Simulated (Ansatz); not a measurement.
## A bimetallic surface: Pd on Al(111), half in the top layer, both faces

Aim: core-level shifts, shell centres and work function of Pd on Al(111), half in the top layer, both faces. Spin–orbit coupling is left out of the bands throughout.

Method: DFT, PBE, plane-wave PAW, default files, scalar-relativistic, in Ansatz 0.2.0.

### 1. The structure

The cell holds 5 atoms: 5 Al. Cell: a = 2.857 Å, b = 2.857 Å, c = 23.330 Å, α = 90.0°, β = 90.0°, γ = 60.0°. It derives from Al. Vacuum lies along c.

Coordinates:

```cif
data_structure
_symmetry_space_group_name_H-M 'P 1'
_symmetry_Int_Tables_number 1
_cell_length_a 2.8567
_cell_length_b 2.8567
_cell_length_c 23.3300
_cell_angle_alpha 90.000
_cell_angle_beta 90.000
_cell_angle_gamma 60.000
_cell_volume 164.88
loop_
_atom_site_label
_atom_site_type_symbol
_atom_site_fract_x
_atom_site_fract_y
_atom_site_fract_z
_atom_site_occupancy
Al1 Al 0.00000 0.00000 0.69996 1
Al2 Al 0.66667 0.66667 0.59998 1
Al3 Al 0.33333 0.33333 0.50000 1
Al4 Al 0.00000 0.00000 0.40002 1
Al5 Al 0.66667 0.66667 0.30004 1
```

### 2. The clean face

The clean face is the reference for what the added atoms change.

The input, input.yaml:

```yaml
crystal:
  lattice:
    - [2.856711396, 0.0, 0.0]
    - [1.428355698, 2.4739846402, 0.0]
    - [0.0, 0.0, 23.3299803501]
  atoms:
    - { symbol: Al, position: [0.0, 0.0, 0.699956884] }
    - { symbol: Al, position: [0.666666667, 0.666666667, 0.599978442] }
    - { symbol: Al, position: [0.333333333, 0.333333333, 0.5] }
    - { symbol: Al, position: [0.0, 0.0, 0.400021558] }
    - { symbol: Al, position: [0.666666667, 0.666666667, 0.300043116] }
kpoints:
  mp_grid: { grid: [18, 18, 1] }
scf:
  occupations: { method: fermi_dirac, width: 0.05 }
  n_extra_bands: 12
hamiltonian:
  xc: pbe
  pseudopotentials: { kind: paw }
output:
  forces: true
  write_potential: true
  volumetric_format: []
  dos:
    projected: true
    de: 0.05
    e_range: [-30, 12]
    method: { smearing: { sigma: 0.1, scheme: gaussian } }
relax:
  f_tol: 0.03
  max_steps: 50
  constraints: [{ sites: [2] }]
```

Launch:

```bash
ansatz run input.yaml --threads 4 --pin off --max-ram 14336MiB --backend cpu --events-out ev --progress --plain --runs-dir out
```

Numbers of over 12 decimals in the logs are rounded to 6 here.

Log:

```text
scf.n_extra_bands = 12 over 8 filled bands (N_el = 15.0): the run solves 20 bands
Engine: ansatz 0.2.0, aarch64-unknown-linux-gnu
Pseudopotentials: kind: paw
Pseudopotential: Al, paw, valence charge 3, recommended cutoff 420 eV (normal), Al.paw.azcp
Functional definition: PBE
  parameter kappa = 0.804
  parameter beta = 0.066725
  exchange = pbe_x(kappa = kappa, mu = beta*pi^2/3)
  correlation = pbe_c(beta = beta)
Crystal: 5 atoms, lattice volume = 164.884 Å³
Basis set: ecut = 420 eV, 3233 PW (Γ), exchange–correlation on 40×40×320 points (8 copies of the dense FFT grid, shifted against one another)
Bands: 20, of which v1, the nominal top of the filled ones, is band 8 counted from 1 (7 counted from 0)
Symmetry: 12 space group operations
Space group: P-3m1 (ITA 164), of the structure as read, at distance tolerance 5.5e-5 Å
k-points: 37 of 324
Non-local potential: Al, projectors of the file, l = 0: 2, l = 1: 2, l = 2: 1
PAW form: soft (Blöchl's): semilocal exchange-correlation on the pseudo side does not see the compensation charge
PAW one-centre angular grid: Al, 110 points (default); XC on 64 Gauss nodes
Initial density: superposition of atomic densities (neutral atoms: chi_scale 0, normalization atom), corrected by the library's trained network
Initial wavefunctions: pseudopotential atomic-orbital guess
Functional: x = pbe(κ = 0.804, μ = 0.219515), c = pbe(β = 0.066725)
SCF iter   1: F=—  HF=-2686.782543 eV  |F-HF|=—  |Δ(HF+E_count)|=         —  Δρ=1.13e-3  dr2=3.08e-2  ethr=1.77e-3  ⟨swp⟩=9.0  Hψ=5805  notcnv=0  defer=50
preconditioner: auto → LDOS  [metal: Δε(μ)=0.101 eV  Ē_g=8.796 eV  σ=0.050 eV  W_gap=0.46  n_scr=12 (ndim 8)  ℏωp=11.2 eV  f_vac=0.394  D(μ)=1.96/eV (n_scr^D=10)  β→1.0]
SCF iter   2: F=—  HF=-2686.781773 eV  |F-HF|=—  |Δ(HF+E_count)|=   7.70e-4  Δρ=3.54e-4  dr2=6.88e-4  ethr=2.06e-4  ⟨swp⟩=2.2  Hψ=1198  notcnv=0  defer=167
SCF iter   3: F=—  HF=-2686.781864 eV  |F-HF|=—  |Δ(HF+E_count)|=   9.03e-5  Δρ=9.24e-5  dr2=1.09e-4  ethr=4.59e-6  ⟨swp⟩=2.5  Hψ=936  notcnv=0  defer=167
iter 4 did not close the SCF: its close was put off for the readings that it lacked (scf_convergence_deferred on its scf_iter line)
SCF iter   4: F=-2686.781855 eV  HF=-2686.781861 eV  |F-HF|=5.93e-6  |Δ(HF+E_count)|=   3.13e-6  Δρ=1.86e-5  dr2=6.99e-6  ethr=7.24e-7  ⟨swp⟩=1.7  Hψ=710  notcnv=0  defer=167
iter 5 did not close the SCF: its close was put off for the readings that it lacked (scf_convergence_deferred on its scf_iter line)
SCF iter   5: F=-2686.781861 eV  HF=-2686.781861 eV  |F-HF|=4.93e-8  |Δ(HF+E_count)|=   3.03e-7  Δρ=3.61e-6  dr2=1.86e-8  ethr=4.66e-8  ⟨swp⟩=1.6  Hψ=638  notcnv=0  defer=167
SCF iter   6: F=-2686.781861 eV  HF=-2686.781861 eV  |F-HF|=6.73e-10  |Δ(HF+E_count)|=   5.61e-8  Δρ=9.08e-7  dr2=2.22e-9  ethr=1.24e-10  ⟨swp⟩=12.2  Hψ=5362  notcnv=0
SCF 1 converged in 6 iterations: F = -2686.781861 eV  dr2 = 2.22e-9
  greatest PAW one-centre occupation: 0.463 electrons in one spin orbital (limit 2), on the Al atom at site 4 (counted from 0), in its partial waves of l = 0
relax step   1: F+E_penalty+E_count = -2686.78186102 eV  Δ(F+E_penalty+E_count) = +0.000e0 eV  max|allowed force component| = 1.038e-1 eV/Å  Δτ_max = 0.0000 Å  (6 SCF iters, dr2 threshold 2.25e-5 eV, accepted)
Initial density: handed on by an earlier stage of this run
Initial wavefunctions: those handed on with the density
iter 1 solved again at ethr=6.50e-5 eV; its pass at ethr=3.10e-3 eV (dr2=9.75e-3 eV) is discarded
SCF iter   1: F=—  HF=-2686.786592 eV  |F-HF|=—  |Δ(HF+E_count)|=         —  Δρ=9.73e-4  dr2=9.27e-3  ethr=6.50e-5  ⟨swp⟩=2.3  Hψ=3084  notcnv=0  defer=176
preconditioner: auto → LDOS  [metal: Δε(μ)=0.077 eV  Ē_g=8.743 eV  σ=0.050 eV  W_gap=0.36  n_scr=12 (ndim 8)  ℏωp=11.2 eV  f_vac=0.391  D(μ)=2.03/eV (n_scr^D=10)  β→1.0]
SCF iter   2: F=—  HF=-2686.784945 eV  |F-HF|=—  |Δ(HF+E_count)|=   1.65e-3  Δρ=6.49e-4  dr2=2.39e-3  ethr=6.18e-5  ⟨swp⟩=2.5  Hψ=977  notcnv=0  defer=176
SCF iter   3: F=—  HF=-2686.784662 eV  |F-HF|=—  |Δ(HF+E_count)|=   2.83e-4  Δρ=1.05e-4  dr2=5.38e-5  ethr=1.59e-5  ⟨swp⟩=2.4  Hψ=829  notcnv=0  defer=176
SCF iter   4: F=—  HF=-2686.784674 eV  |F-HF|=—  |Δ(HF+E_count)|=   1.25e-5  Δρ=1.44e-5  dr2=5.95e-7  ethr=3.59e-7  ⟨swp⟩=2.3  Hψ=929  notcnv=0  defer=176
SCF iter   5: F=-2686.784675 eV  HF=-2686.784675 eV  |F-HF|=5.55e-9  |Δ(HF+E_count)|=   3.65e-7  Δρ=2.23e-6  dr2=1.22e-8  ethr=6.67e-10  ⟨swp⟩=15.2  Hψ=5156  notcnv=0
SCF 2 converged in 5 iterations: F = -2686.784675 eV  dr2 = 1.22e-8
relax step   2: F+E_penalty+E_count = -2686.78467468 eV  Δ(F+E_penalty+E_count) = -2.814e-3 eV  max|allowed force component| = 3.552e-2 eV/Å  Δτ_max = 0.0368 Å  (5 SCF iters, accepted)
SCF iter   1: F=—  HF=-2686.785099 eV  |F-HF|=—  |Δ(HF+E_count)|=         —  Δρ=2.43e-4  dr2=6.15e-4  ethr=3.50e-5  ⟨swp⟩=2.2  Hψ=1850  notcnv=0  defer=182
preconditioner: auto → LDOS  [metal: Δε(μ)=0.091 eV  Ē_g=8.754 eV  σ=0.050 eV  W_gap=0.42  n_scr=12 (ndim 8)  ℏωp=11.2 eV  f_vac=0.393  D(μ)=2.03/eV (n_scr^D=10)  β→1.0]
SCF iter   2: F=—  HF=-2686.784980 eV  |F-HF|=—  |Δ(HF+E_count)|=   1.19e-4  Δρ=1.64e-4  dr2=1.50e-4  ethr=4.10e-6  ⟨swp⟩=2.2  Hψ=1210  notcnv=0  defer=184
SCF iter   3: F=—  HF=-2686.784967 eV  |F-HF|=—  |Δ(HF+E_count)|=   1.35e-5  Δρ=2.50e-5  dr2=3.12e-6  ethr=9.97e-7  ⟨swp⟩=2.3  Hψ=772  notcnv=0  defer=184
SCF iter   4: F=—  HF=-2686.784994 eV  |F-HF|=—  |Δ(HF+E_count)|=   2.72e-5  Δρ=4.14e-6  dr2=6.00e-8  ethr=6.67e-10  ⟨swp⟩=12.6  Hψ=5205  notcnv=0
SCF iter   5: F=-2686.784994 eV  HF=-2686.784994 eV  |F-HF|=3.68e-9  |Δ(HF+E_count)|=   8.06e-9  Δρ=9.80e-7  dr2=5.52e-9  ethr=4.00e-10  ⟨swp⟩=7.1  Hψ=3456  notcnv=0
SCF 3 converged in 5 iterations: F = -2686.784994 eV  dr2 = 5.52e-9
relax step   3: F+E_penalty+E_count = -2686.78499378 eV  Δ(F+E_penalty+E_count) = -3.191e-4 eV  max|allowed force component| = 1.662e-3 eV/Å  Δτ_max = 0.0085 Å  (5 SCF iters, accepted)
NSCF: frozen V_eff on 37 k-points
the band table was solved once a step of the walk had ended and its energy, with any forces and stress, was formed, with the checks that follow a solve (5536 applications of the Hamiltonian). They found nothing against the state; the energy, forces and stress were not computed again (output.eigenvalues in the input reference)
WARN: The output density's exchange-correlation potential varies sharply where the density is thin. Do not read a vacuum level from v_tot or v_xc, or from such a field of the output density. On a cell that repeats whose density bears no net charge and no dipole along the vacuum's axis use v_es (v_loc + v_h of the components); under efield.dipole_correction with no amplitude use v_es + v_field, which holds any externa [...]
SCF converged after 5 iterations
Free energy (F): -2686.784994 eV
Harris-Foulkes:  -2686.784994 eV  (|F-HF|=3.68e-9)
Internal energy: -2686.767708 eV  (E = F + TS)
E sigma→0 (E₀):  -2686.776351 eV
Entropy (-TS):   -0.017286 eV (-3.457 meV/atom)
Fermi energy:    1.976207 eV
--- Per-component energies (eV) ---
  E_band       = -33.135915
  E_kinetic    = 109.890375
  E_local      = -2751.391105  (includes V_loc(G=0)·N_el)
  E_nonlocal   = 52.072753
  E_hartree    = 1358.105579
  E_xc         = -196.404515
  E_vxc        = -141.729358  (∫ρ·V_xc dr)
  E_paw        = -2336.526413  (= ΣΔE_a)
  E_vpaw       = -18.187043  (= ΣTr[D̂ρ^β])
  E_aug_tail   = -0.000011  (compensation charges beyond the density's cutoff)
  E_ewald      = 1077.485629
  E_smearing   = -0.017286  (= −TS)
  E_closure    = -0.000000  (closes the sum)
  Σ components = -2686.784994   (vs F -2686.784994, Δ=0.00e0)
--- Forces (eV/Å), atoms counted from 1 ---
  atom   1  Al     0.00000000     0.00000000     0.00166207
  atom   2  Al     0.00000000     0.00000000    -0.00155882
  atom   3  Al    -0.00000000     0.00000000     0.00000000
  atom   4  Al     0.00000000    -0.00000000     0.00155882
  atom   5  Al     0.00000000    -0.00000000    -0.00166207
  max |Σ_I F_I| component: 1.39e-17 eV/Å
--- Band table (eV; the first three rows and the last of 37) ---
  k-point 0: bands = [... 4 lower, -3.6614, -1.6090, 0.8014, 3.1397, 4.9602, 6.0615, 6.2812, 8.2580, ... 8 higher]
  k-point 1: bands = [... 4 lower, -3.5881, -1.5392, 0.8711, 3.2085, 5.0311, 6.1336, 6.3528, 8.3246, ... 8 higher]
  k-point 2: bands = [... 4 lower, -3.3688, -1.3297, 1.0795, 3.4129, 5.2411, 6.3476, 6.5645, 8.4969, ... 8 higher]
  k-point 36: bands = [... 4 lower, -0.3503, -0.3503, 0.4568, 0.4568, 0.9574, 1.7065, 2.6684, 2.6684, ... 8 higher]
--- Relaxed structure (3 steps of the walk, 3 accepted, 0 SCFs on fresh bases) ---
  F+E_penalty+E_count = -2686.78499378 eV   max|allowed force component| = 1.662e-3 eV/Å
  atoms:
    - { symbol: Al, position: [0, -1.1102230256591337e-18, 0.701173] }
    - { symbol: Al, position: [0.666667, 0.666667, 0.599752] }
    - { symbol: Al, position: [0.333333, 0.333333, 0.500000] }
    - { symbol: Al, position: [-9.053304998744321e-19, -1.110223025659132e-18, 0.400248] }
    - { symbol: Al, position: [0.666667, 0.666667, 0.298827] }
```

It took 6.3 s on 4 threads of Arm Neoverse V1, shared host; peak memory 0.47 GiB; 22 s of CPU time.

The steps of the relaxation:

```csv
step,energy less that of the first step (eV),largest force component (eV/Å)
1,0.0000,0.1038
2,-0.0028,0.0355
3,-0.0031,0.0017
```

Forces are held to the 12 operations that the run works with; a distortion that breaks them can't arise in this run.

The atoms that moved most (Å):

```csv
atom,dx,dy,dz,length
Al1,0.000,0.000,0.028,0.028
Al5,0.000,0.000,-0.028,0.028
Al4,0.000,0.000,0.005,0.005
Al2,0.000,0.000,-0.005,0.005
```

Final coordinates:

```xyz
5
Lattice="2.8567 0.0000 0.0000 1.4284 2.4740 0.0000 0.0000 0.0000 23.3300" Properties=species:S:1:pos:R:3
Al    0.0000    0.0000   16.3584
Al    2.8567    1.6493   13.9922
Al    1.4284    0.8247   11.6650
Al    0.0000    0.0000    9.3378
Al    2.8567    1.6493    6.9716
```

Numbers from this step:

```yaml
free_energy: -2686.7850 eV
energy_at_zero_smearing: -2686.7764 eV
smearing_term_ts: 0.01729 eV
fermi_energy: 1.976 eV
symmetry_operations: 12
zero_of_energy: Fermi level
share_of_occupied_states_in_no_projected_shell: 0.0157 of the occupied states in the window
dos_at_the_fermi_level: 2.090 states/eV/cell
work_function_upper_face: 4.090 eV
work_function_lower_face: 4.090 eV
```

The DOS has structure finer than the step of the table below, so its rows give means over 0.5 eV, whole bins alone (the curve runs from -12.5 to 5.78 eV). Peaks (eV: height): total 2.27: 4.01, 2.88: 3.63, 3.38: 3.94, 4.08: 3.56, 4.47: 4.13, 5.08: 4.01, 5.47: 3.84; Al 3p -2.23: 2.50, 2.27: 2.60, 2.88: 2.36, 3.38: 2.51, 4.08: 2.27, 4.47: 2.21, 5.47: 2.24; Al 3s -5.53: 0.860, -0.93: 0.988, -0.33: 0.902, 0.68: 0.792, 1.38: 0.878, 2.27: 1.01, 3.38: 0.821.

The DOS by E, zero at the Fermi level; means over each step; values in states/eV/cell:

```csv
E (eV),total,Al 3p,Al 3s
-11.5,0,0,0
-11.0,0.0642,0.0121,0.0521
-10.5,0.308,0.109,0.199
-10.0,0.531,0.254,0.277
-9.5,0.612,0.346,0.266
-9.0,0.748,0.442,0.304
-8.5,0.833,0.513,0.318
-8.0,1.03,0.667,0.359
-7.5,1.10,0.698,0.395
-7.0,1.18,0.758,0.417
-6.5,1.32,0.873,0.443
-6.0,1.12,0.740,0.375
-5.5,1.70,1.07,0.622
-5.0,1.39,0.864,0.514
-4.5,1.60,1.04,0.539
-4.0,1.54,1.02,0.498
-3.5,1.92,1.34,0.554
-3.0,2.01,1.46,0.517
-2.5,1.87,1.45,0.392
-2.0,1.71,1.25,0.434
-1.5,1.79,1.27,0.476
-1.0,2.34,1.50,0.759
-0.5,2.07,1.33,0.656
0.0,2.25,1.56,0.582
0.5,2.27,1.48,0.659
1.0,1.98,1.28,0.561
1.5,2.77,1.75,0.803
2.0,2.76,1.83,0.668
2.5,1.94,1.24,0.502
3.0,2.83,1.76,0.644
3.5,3.26,2.02,0.703
4.0,2.67,1.62,0.482
4.5,3.70,1.97,0.573
5.0,3.40,1.80,0.498
5.5,3.59,1.93,0.466
```

From the Fermi level. Planar mean, electrostatic potential against z:

z (Å), planar mean, electrostatic potential (eV) and a bar from the least value:
```
      0.0       4.09 ##############################
      0.5       4.09 ##############################
      1.0       4.09 ##############################
      1.5       4.09 ##############################
      2.0       4.09 ##############################
      2.5       4.09 ##############################
      3.0       4.09 ##############################
      3.5       4.08 ##############################
      4.0       4.06 ##############################
      4.5       3.98 ##############################
      5.0       3.69 #############################
      5.5       2.73 ##########################
      6.0      -0.39 ##################
      6.5      -6.15 ###
      7.0      -7.27 
      7.5      -5.81 ####
      8.0      -0.77 #################
      8.5      -2.40 #############
      9.0      -6.94 #
      9.5      -7.32 
     10.0      -4.51 ########
     10.5      -0.51 ##################
     11.0      -4.47 ########
     11.5      -7.29 
     12.0      -6.93 #
     12.5      -2.48 #############
     13.0      -1.08 #################
     13.5      -6.13 ###
     14.0      -7.41 
     14.5      -6.00 ####
     15.0      -0.87 #################
     15.5      -2.19 ##############
     16.0      -6.80 ##
     16.5      -7.20 #
     17.0      -4.56 #######
     17.5       1.12 ######################
     18.0       3.19 ############################
     18.5       3.83 #############################
     19.0       4.02 ##############################
     19.5       4.07 ##############################
     20.0       4.08 ##############################
     20.5       4.09 ##############################
     21.0       4.09 ##############################
     21.5       4.09 ##############################
     22.0       4.09 ##############################
     22.5       4.09 ##############################
     23.0       4.09 ##############################
```

The spectra weight each projected shell by its atomic cross section (Dirac–Hartree–Slater) and angular factor, for unpolarised light with the analyser at 54.7° from the beam. Broadening, on top of any smearing of the DOS itself: a Gaussian of 0.3 eV and a Lorentzian of 0.05 eV plus 0.03 times the binding energy (full widths), Fermi edge at 77 K. Each atom is damped by exp[−depth/(λ cos θ)], θ = 45° from the normal, λ from the universal curve. Curves are cut 10 eV under the photon energy, above any shell that the free atom's threshold puts out of reach, or at the lower edge of the window: 11.2 eV at 21.2 eV, 12.6 eV at 40.8 eV, 12.6 eV at 60 eV, 12.6 eV at 1486.7 eV and 12.6 eV at 8047.8 eV. Dipole terms alone, which is rough above 3 keV; no background, satellites or final-state effects.

Share of each shell in the spectrum's area (%), by photon energy:

```csv
shell,21.2 eV,40.8 eV,60 eV,1486.7 eV,8047.8 eV
Al 3s,52.0,42.7,39.0,81.1,95.4
Al 3p,48.0,57.3,61.0,18.9,4.6
```

Cross sections used, in Mb an electron:

```csv
shell,21.2 eV,40.8 eV,60 eV,1486.7 eV,8047.8 eV
Al 3s,0.15,0.15,0.11,3.5e-4,4.3e-6
Al 3p,0.070,0.10,0.084,4.0e-5,1.0e-7
```

At the Fermi level the DOS is 2.09 states/eV a cell, and on the broadened curves Al 3p holds 69 % of the total there.

(Continued in part 2 of 4.)

[Logs are printed without paths, hosts, clocks, repeated set-up lines and the standing remarks that a program may print on its own settings, such as how far it seeks lower states.]

[Hosts, paths, dates, database ids (printed as entryN), source tags and the programs' standing remarks are cut or masked in the printed files.]

[Maps of the electrostatic potential energy from Ansatz leave out the sawtooth potential of an applied field or a dipole correction, so their vacuum need not be flat; work functions include it.]
